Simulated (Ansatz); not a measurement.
**What InF (model cell, started as layered BN type) distorts into**

Wanted: the energy along a soft mode of InF (model cell, started as layered BN type) and the structure at the end.

Program: Ansatz 0.2.0. Level of theory: DFT PBEsol, scalar-relativistic, plane waves, PAW. Results are calculated unless marked as measured.

Report form: the programs' logs are mostly left out.

The structure was built from a prototype and need not be the compound's stable phase.

## 1. The starting structure

The structure is hexagonal, space group P6_3/mmc (No. 194). The conventional cell has a = 4.459 Å, b = 4.459 Å, c = 5.557 Å, α = 90.00°, β = 90.00°, γ = 120.00°. Nearest to In lie 3 F at 2.57 Å. F has 3 In at 2.57 Å nearest. Farther neighbours and most contacts between anions are not listed.

## 2. The dispersion

The cell comes from relaxations at this level that are not shown. The mesh has a single point along some directions, so zone-edge points there are not solved. Linear response on a 2×2×1 q mesh gives force constants as far as a supercell of that size would.

Input file input.yaml:

```yaml
crystal:
  lattice:
    - [4.4585767631, 3.0711e-06, 0.0]
    - [-2.2292910412, 3.861239206, 0.0]
    - [0.0, 0.0, 5.5566930877]
  atoms:
    - { symbol: In, position: [0.3333333333, 0.6666666667, 0.25] }
    - { symbol: In, position: [0.6666666667, 0.3333333333, 0.75] }
    - { symbol: F, position: [0.6666666667, 0.3333333333, 0.25] }
    - { symbol: F, position: [0.3333333333, 0.6666666667, 0.75] }
kpoints:
  mp_grid: { grid: [10, 10, 4] }
hamiltonian:
  xc: pbesol
scf:
  occupations: { method: fixed }
output:
  eigenvalues: true
phonons:
  method: dfpt
  dielectric: true
  rigid_motions: translations
  raman: true
  qmesh: [2, 2, 1]
  temperatures: { t_max: 1000, t_step: 50 }
  qpath:
    path:
      - [[0.0, 0.0, 0.0], [0.5, 0.0, 0.0], [0.33333333, 0.33333333, 0.0], [0.0, 0.0, 0.0], [0.0, 0.0, 0.5], [0.5, 0.0, 0.5], [0.33333333, 0.33333333, 0.5], [0.0, 0.0, 0.5]]
      - [[0.5, 0.0, 0.5], [0.5, 0.0, 0.0]]
      - [[0.33333333, 0.33333333, 0.5], [0.33333333, 0.33333333, 0.0]]
    npoints: 10
```

Started as:

```sh
> ansatz run input.yaml --threads 4 --pin off --max-ram 7168MiB --backend cpu --events-out ev --progress --plain --runs-dir out
```

Run time: 12 min. Hardware: 4 threads of Intel Xeon 6975P-C (Granite Rapids), shared host; peak memory 2.8 GiB.

Numbers from this step:

```yaml
gap_on_the_k_mesh: 1.815 eV
volume_per_atom: 23.92 Å³
sum_rule_residual_before_enforcement: 4.63e-5 eV/Å²
miss_of_the_charge_sum_rule: 0.008935 e
estimated_error_of_the_dielectric_tensor: 0.02436
estimated_error_of_the_born_charges: 0.01674 e
point_group: 6/mmm
highest_optical_mode_at_the_zone_centre_no_lo_to_term: 101.5 cm⁻¹
lowest_optical_zone_centre_mode: -175.8 cm⁻¹
mean_high_frequency_dielectric_constant: 5.573
largest_born_charge_third_of_the_trace: 1.681 e
top_of_the_zone_centre_spectrum_with_the_field: 201.0 cm⁻¹
lowest_mode_on_the_q_mesh_acoustic_modes_at_gamma_apart: -175.8 cm⁻¹
highest_frequency_at_a_solved_wavevector_no_lo_to_term_at_gamma: 174.0 cm⁻¹
```

Frequencies (cm⁻¹) solved at each irreducible wavevector; negative means imaginary. Frequencies by wavevector, by row:

| q in reciprocal lattice units | star | mode 1 | mode 2 | mode 3 | mode 4 | mode 10 | mode 11 | mode 12 |
| --- | --- | --- | --- | --- | --- | --- | --- | --- |
| 0 0 0 | 1 | -175.8 | -77.5 | -56.3 | -56.3 | 73.6 | 101.5 | 101.5 |
| 0 -0.5 0 | 3 | -149.5 | -133.9 | -113.2 | -72.5 | 91 | 120.8 | 174 |

Symmetry leaves 2 wavevectors to solve. The lowest mode among them, the acoustic zeros apart, lies at Γ and is imaginary, 175.8i cm⁻¹, so the energy falls along it.

The log warns of the k mesh: “the force constants stand on the 10×10×4 k-mesh, whose period is 12.25 times the interband length at k = (0.3000, 0.3000, -0.5000), direct gap 2.225 eV, under 14: take them and everything formed from them as unconverged”.

## 3. The mode frozen in, largest atomic shift 0 Å

The mode followed lies at Γ with frequency 175.8i cm⁻¹, the softest among the wavevectors solved. At small amplitude the distorted cell has space group no. 164 by a symmetry search on the positions. The undistorted cell that holds it gives the zero of energy on the same k mesh.

input.yaml, the sections that differ from step 2:

```yaml
scf:
  occupations: { method: gaussian, width: 0.02 }
output:
  forces: true
  stress: true
  eigenvalues: true
# crystal, kpoints, hamiltonian: as in step 2
# phonons: removed
```

Elapsed: 1.8 s, on 4 threads; peak memory 0.46 GiB.

Numbers from this step:

* pressure: 0.001659 GPa
* energy from the undistorted cell: 0 meV/atom

At this level the gap is 1.81 eV on the k-mesh of the self-consistent run, which can miss the band edges.

## 4. The mode frozen in, largest atomic shift 0.6 Å

The atoms are moved along the unstable eigenvector, the largest shift by 0.6 Å, with the cell fixed.

input.yaml, the sections that differ from step 3:

```yaml
crystal:
  lattice:
    - [4.4585767631, 3.0711e-06, 0.0]
    - [-2.2292910412, 3.861239206, 0.0]
    - [0.0, 0.0, 5.5566930877]
  atoms:
    - { symbol: In, position: [0.3333333333, 0.6666666667, 0.2492957947] }
    - { symbol: In, position: [0.6666666667, 0.3333333333, 0.7507042053] }
    - { symbol: F, position: [0.6666666667, 0.3333333333, 0.1420221091] }
    - { symbol: F, position: [0.3333333333, 0.6666666667, 0.8579778909] }
# kpoints, hamiltonian, scf, output: as in step 3
```

Wall time 2.1 s (4 threads); peak memory 0.47 GiB; 6.6 s of CPU time.

Numbers from this step:

```
pressure                         : 1.127 GPa
gap on the k-mesh                : 1.511 eV
energy from the undistorted cell : -87.88 meV/atom
```

The energy, extrapolated to zero smearing, is -87.88 meV/atom against the undistorted cell.

The run ends at a pressure of 1.13 GPa, with forces up to 0.70 eV/Å.

## 5. Energy along the mode, all amplitudes (two of the runs are shown above)

An imaginary frequency means negative curvature, so the energy should fall and then rise again as anharmonic terms take over.

This step gave:

* depth at the lowest point sampled: 87.88 meV/atom
* largest atomic shift at that point: 0.6 Å

Table of energy from the parent by largest atomic shift:

| largest atomic shift (Å) | energy from the parent (meV/atom) |
| --- | --- |
| 0.000 | 0 |
| 0.040 | -0.862 |
| 0.080 | -3.42 |
| 0.140 | -10.3 |
| 0.220 | -24.3 |
| 0.320 | -47.0 |
| 0.450 | -76.4 |
| 0.600 | -87.9 |

Displacement at unit largest shift by atom:

| atom | x (Å) | y (Å) | z (Å) | size |
| --- | --- | --- | --- | --- |
| In1 | 0.00 | 0.00 | -0.01 | 0.01 |
| In2 | 0.00 | 0.00 | 0.01 | 0.01 |
| F3 | 0.00 | 0.00 | -1.00 | 1.00 |
| F4 | 0.00 | 0.00 | 1.00 | 1.00 |

The lowest of the steps tried is the last one, at 0.6 Å, 87.9 meV/atom below the parent; the bottom of the well need not coincide with a step.

## 6. Relaxing from the distorted cell

Starting from the lowest point found, all atoms and the cell are let go, so that strain and other modes of the same symmetry can join in.

Edit input.yaml of step 4 so:

```diff
@@ -15,3 +15,3 @@
 scf:
-  occupations: { method: gaussian, width: 0.02 }
+  occupations: { method: fixed }
 output:
@@ -20 +20,6 @@
   eigenvalues: true
+relax:
+  adjacent_minimum: "off"
+  f_tol: 0.002
+  max_steps: 120
+  cell: { stress_tol: 0.03 }
```

Wall time 37 s (4 threads); peak memory 0.5 GiB; 2 min of CPU time.

Step by step:

| step | energy less that of the first step (eV) | largest force component (eV/Å) | pressure (GPa) | volume (Å³) |
| --- | --- | --- | --- | --- |
| 1 | 0.0000 | 0.7049 | 1.13 | 95.66 |
| 2 | -0.0628 | 0.5109 | -2.08 | 94.45 |
| 3 | -0.1643 | 0.2077 | -0.49 | 94.39 |
| 4 | -0.2293 | 0.0117 | -0.98 | 92.20 |
| 5 | -0.2693 | 0.1160 | 0.50 | 85.22 |
| 6 | -0.2698 | 0.0551 | -0.14 | 85.77 |
| 7 | -0.2702 | 0.0014 | 0.00 | 85.89 |
| 8* | -0.2810 | 0.0051 | 0.07 | 85.89 |
| 9 | -0.2869 | 0.0303 | 0.25 | 85.53 |
| 10 | -0.2861 | 0.0058 | -0.02 | 86.21 |
| 11 | -0.2861 | 0.0007 | 0.00 | 86.20 |
| 12* | -0.2878 | 0.0004 | 0.03 | 86.20 |
| 13 | -0.2878 | 0.0019 | 0.02 | 86.29 |
| 14* | -0.2881 | 0.0020 | 0.02 | 86.29 |
| 15 | -0.2879 | 0.0021 | 0.00 | 86.41 |
| 16 | -0.2878 | 0.0007 | 0.00 | 86.43 |
| 17* | -0.2880 | 0.0007 | 0.00 | 86.43 |

Relaxation steps marked * repeat the geometry before them on a plane-wave basis chosen anew for their cell, so energy and pressure can jump there.

Forces are held to the 12 operations that the run works with; a distortion that breaks them can't arise in this run.

| cell as run | before | after | change |
| --- | --- | --- | --- |
| a (Å) | 4.459 | 3.996 | -10.4 % |
| b (Å) | 4.459 | 3.996 | -10.4 % |
| c (Å) | 5.557 | 6.251 | +12.5 % |
| volume (Å³/atom) | 23.92 | 21.61 | -9.6 % |

The atoms that moved most (Å, as changes of fractional coordinates times the final cell):

| atom | dx | dy | dz | length |
| --- | --- | --- | --- | --- |
| F4 | 0.000 | 0.000 | 0.178 | 0.178 |
| F3 | 0.000 | 0.000 | -0.178 | 0.178 |
| In2 | 0.000 | 0.000 | -0.076 | 0.076 |
| In1 | 0.000 | 0.000 | 0.076 | 0.076 |

Final coordinates:

```cif
data_structure
_symmetry_space_group_name_H-M 'P 1'
_symmetry_Int_Tables_number 1
_cell_length_a 3.9959
_cell_length_b 3.9959
_cell_length_c 6.2507
_cell_angle_alpha 90.000
_cell_angle_beta 90.000
_cell_angle_gamma 120.000
_cell_volume 86.43
loop_
_atom_site_label
_atom_site_type_symbol
_atom_site_fract_x
_atom_site_fract_y
_atom_site_fract_z
_atom_site_occupancy
In1 In 0.33333 0.66667 0.26149 1
In2 In 0.66667 0.33333 0.73851 1
F3 F 0.66667 0.33333 0.11359 1
F4 F 0.33333 0.66667 0.88641 1
```

Numbers from this step:

```yaml
pressure: 0.001912 GPa
gap_on_the_k_mesh: 1.306 eV
volume_per_atom: 21.61 Å³
```

The distorted start has space group P-3m1; the relaxation ends in P-3m1.

## 7. Modes of the new phase

A relaxed structure may still be a saddle point, so its zone-centre modes are computed. The response to a homogeneous field gives the Born charges and the dielectric tensor, and its change with displacement the Raman tensors.

Input file input.yaml:

```yaml
crystal:
  lattice:
    - [3.9959108346, 2.7524e-06, 0.0]
    - [-1.997957801, 3.4605589178, 0.0]
    - [0.0, 0.0, 6.2506564188]
  atoms:
    - { symbol: In, position: [0.3333333333, 0.6666666667, 0.2614942158] }
    - { symbol: In, position: [0.6666666667, 0.3333333333, 0.7385057842] }
    - { symbol: F, position: [0.6666666667, 0.3333333333, 0.1135914509] }
    - { symbol: F, position: [0.3333333333, 0.6666666667, 0.8864085491] }
kpoints:
  mp_grid: { grid: [10, 10, 4] }
hamiltonian:
  xc: pbesol
scf:
  occupations: { method: fixed }
output:
  eigenvalues: true
phonons:
  method: dfpt
  dielectric: true
  rigid_motions: translations
  raman: true
```

The job ended after 7.4 min (4 threads; peak memory 2.7 GiB).

This step gave:

```yaml
sum_rule_residual_before_enforcement: 5.02e-5 eV/Å²
miss_of_the_charge_sum_rule: 0.002943 e
estimated_error_of_the_dielectric_tensor: 0.02333
estimated_error_of_the_born_charges: 0.01464 e
point_group: -3m
highest_optical_mode_at_the_zone_centre_no_lo_to_term: 253.1 cm⁻¹
lowest_optical_zone_centre_mode: 55.97 cm⁻¹
mean_high_frequency_dielectric_constant: 6.526
largest_born_charge_third_of_the_trace: 1.924 e
mean_static_dielectric_constant: 20.01
top_of_the_zone_centre_spectrum_with_the_field: 339.6 cm⁻¹
```

Without the LO-TO term. Patterns of degenerate modes are one choice out of their space. Modes at Γ, with each element's share of the kinetic energy:

| mode | frequency (cm⁻¹) | symmetry | In % | F % |
| --- | --- | --- | --- | --- |
| 1 | 0.0 | acoustic | 86 | 14 |
| 2 | 0.0 | acoustic | 86 | 14 |
| 3 | 0.0 | acoustic | 86 | 14 |
| 4 | 56.0 | Eg | 100 | 0 |
| 5 | 56.0 | Eg | 100 | 0 |
| 6 | 117.5 | Eu | 14 | 86 |
| 7 | 117.5 | Eu | 14 | 86 |
| 8 | 133.5 | A1g | 99 | 1 |
| 9 | 175.7 | A2u | 14 | 86 |
| 10 | 200.9 | Eg | 0 | 100 |
| 11 | 200.9 | Eg | 0 | 100 |
| 12 | 253.1 | A1g | 1 | 99 |

Displacements in mode 5 (56.0 cm⁻¹), the largest set to 1:
```
In1  0.04 -1.00  0.00
In2 -0.04  1.00  0.00
F3   0.00 -0.10  0.00
F4   0.00  0.10  0.00
```

Displacements in mode 6 (117.5 cm⁻¹), the largest set to 1:
```
In1  0.00 -0.17  0.00
In2  0.00 -0.17  0.00
F3   0.00  1.00  0.00
F4   0.00  1.00  0.00
```

Optical modes at the zone centre, without and with the macroscopic field of the longitudinal modes; each column is sorted by frequency, so a row need not hold one and the same mode. Modes with and without the field, by row:

| rank among optical modes | no field (cm⁻¹) | q along (1, 0, 0) (cm⁻¹) | q along (0, 0, 1) (cm⁻¹) |
| --- | --- | --- | --- |
| 1 | 56 | 56 | 56 |
| 2 | 56 | 56 | 56 |
| 3 | 117.5 | 117.5 | 117.5 |
| 4 | 117.5 | 133.5 | 117.5 |
| 5 | 133.5 | 175.7 | 133.5 |
| 6 | 175.7 | 196 | 200.9 |
| 7 | 200.9 | 200.9 | 200.9 |
| 8 | 200.9 | 200.9 | 253.1 |
| 9 | 253.1 | 253.1 | 339.6 |

Born charge (rows field, columns displacement) (e), principal values of the symmetric part by kind of site:

| atom | atoms with these values | low | middle | high | mean |
| --- | --- | --- | --- | --- | --- |
| In1 | 2 | 1.55 | 1.55 | 2.66 | 1.92 |
| F3 | 2 | -2.66 | -1.55 | -1.55 | -1.92 |

In full for In1:

```
1.55 0.00 0.00
0.00 1.55 0.00
0.00 0.00 2.66
```

High-frequency dielectric tensor:

```
6.85 0.00 0.00
0.00 6.85 0.00
0.00 0.00 5.88
```

Static dielectric tensor (ions relaxed, fixed cell):

```
19.04  0.00  0.00
 0.00 19.04  0.00
 0.00  0.00 21.94
```

Transverse modes. Infrared lines, with heights relative to the strongest:

| position (cm⁻¹) | label | relative intensity |
| --- | --- | --- |
| 56 | Eg | 0.0 |
| 118 | Eu | 68 |
| 134 | A1g | 0.0 |
| 176 | A2u | 100 |
| 201 | Eg | 0.0 |
| 253 | A1g | 0.0 |

Activity x (w_L - w)^4 (n + 1)/w, 532 nm, 300 K; the tensors are static ones, while 532 nm light lies above the computed direct gap, where resonance would change the heights; modes without the macroscopic field alone. Lines of the Raman spectrum (strongest = 100):

| position (cm⁻¹) | label | relative intensity |
| --- | --- | --- |
| 56 | Eg | 51 |
| 118 | Eu | 0.0 |
| 134 | A1g | 100 |
| 176 | A2u | 0.0 |
| 201 | Eg | 55 |
| 253 | A1g | 5.0 |

Before it was imposed, the acoustic sum rule was missed by 5.0e-5 eV/Å² and the charge sum rule by 0.0029 e. Small misses are needed for a sound result but don't prove that mesh and cutoff are converged. The lowest optical mode is real, 56.0 cm⁻¹.

The log warns of the k mesh: “the force constants stand on the 10×10×4 k-mesh, whose period is 10.64 times the interband length at k = (0.0000, 0.0000, 0.0000), direct gap 2.632 eV, under 14: take them and everything formed from them as unconverged”.

## 8. Outcome

```
unstable mode of the parent                                                      : q = (0, 0, 0), 176i cm⁻¹
depth at the lowest point sampled                                                : 87.9 meV/atom
largest atomic shift at that point                                               : 0.6 Å
space group reached (within 0.01 Å)                                              : P-3m1
energy gained over the parent (first relaxation, on the mesh of the frozen mode) : 160 meV/atom
volume per atom, phase reached                                                   : 21.6 Å³
gap on the k-mesh, phase reached                                                 : 1.31 eV
lowest optical zone-centre mode, phase reached                                   : 56.0 cm⁻¹
highest optical mode at the zone centre (no LO-TO term), phase reached           : 253 cm⁻¹
```

What this shows: Along this mode the structure falls into P-3m1, 160 meV/atom below the parent. At the parent's cell the well is 87.88 meV/atom deep on the steps tried, with its lowest point at a shift of 0.6 Å. That is the last step tried, so the steps alone don't bracket the bottom of the well. Relaxing atoms and cell changes the gain by +72.01 meV/atom against the lowest step (energies at zero smearing). The new phase has no imaginary mode at the zone centre of its cell; other wavevectors were not checked. Of the 2 patterns followed to their end from this parent, this one ends 8.02 meV/atom above the lowest, Pnma. Each path keeps the symmetry of its pattern, so a lower phase may lie along a pattern not tried. With the field response the log warns that the k mesh is coarse for the force constants too, so the frequencies may not be converged. The q mesh is too sparse to interpolate, so only the solved wavevectors are given. The program warns that the interpolation holds no quadrupole term, so branches close to Γ can be off in this crystal. The starting cell was built on a prototype and not taken from a measurement, so the phase need not exist.

[Logs are printed without paths, hosts, clocks, repeated set-up lines and the standing remarks that a program may print on its own settings, such as how far it seeks lower states.]

[Hosts, paths, dates, database ids (printed as entryN), source tags and the programs' standing remarks are cut or masked in the printed files.]
